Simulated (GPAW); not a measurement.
Computed results, one entry a study.

```
! title: Quasiparticle gap of KNaCl2 (R-3m) in GPAW
! method: DFT, LDA, plane waves, PAW (and 1 further level or step)
! program: GPAW 26.7.0
! settings of one run: cutoff 450 eV, GPAW PAW setups 1.2.1 data release, 4×4×4 k-mesh, nbands 70
! cost: 4 runs, 2.6 min in all on 4 MPI ranks of Arm Neoverse V2, shared host (the runs of this entry)
! notes: The cell and positions are those that the Materials Project relaxed with its own functionals (PBE, PBE+U or r2SCAN), kept fixed. Bands and cutoff are finite, so the gap is not at the basis limit. The miss can reach some tenths of an eV and take either sign; the mesh is an error of its own.
! LDA gap: 4.70 eV, direct
! G0W0 gap on the mesh: 7.44 eV
! GW settings: 4×4×4 mesh, 60 bands, screening to 40 eV, Godby-Needs plasmon pole
! known limits: not at the basis limit
CELL_PARAMETERS angstrom
2.08632 1.20454 6.94949
-2.08632 1.20454 6.94949
0.00000 -2.40908 6.94949
ATOMIC_POSITIONS crystal
K 0.50000 0.50000 0.50000
Na 0.00000 0.00000 0.00000
Cl 0.74047 0.74047 0.74047
Cl 0.25953 0.25953 0.25953
```

[Paths, hosts, dates, memory and timing lines, banners, echoed tables and standing remarks are left out of the program output.]

[Logs are printed without paths, hosts, clocks, repeated set-up lines and the standing remarks that a program may print on its own settings, such as how far it seeks lower states.]

[Runs of the session that timed out or met a known fault of the program may be left out.]

[No measured gap is set beside runs whose start may be inverted or whose files or cutoffs have a known fault.]

[Hosts, paths, dates, database ids (printed as entryN), source tags and the programs' standing remarks are cut or masked in the printed files.]
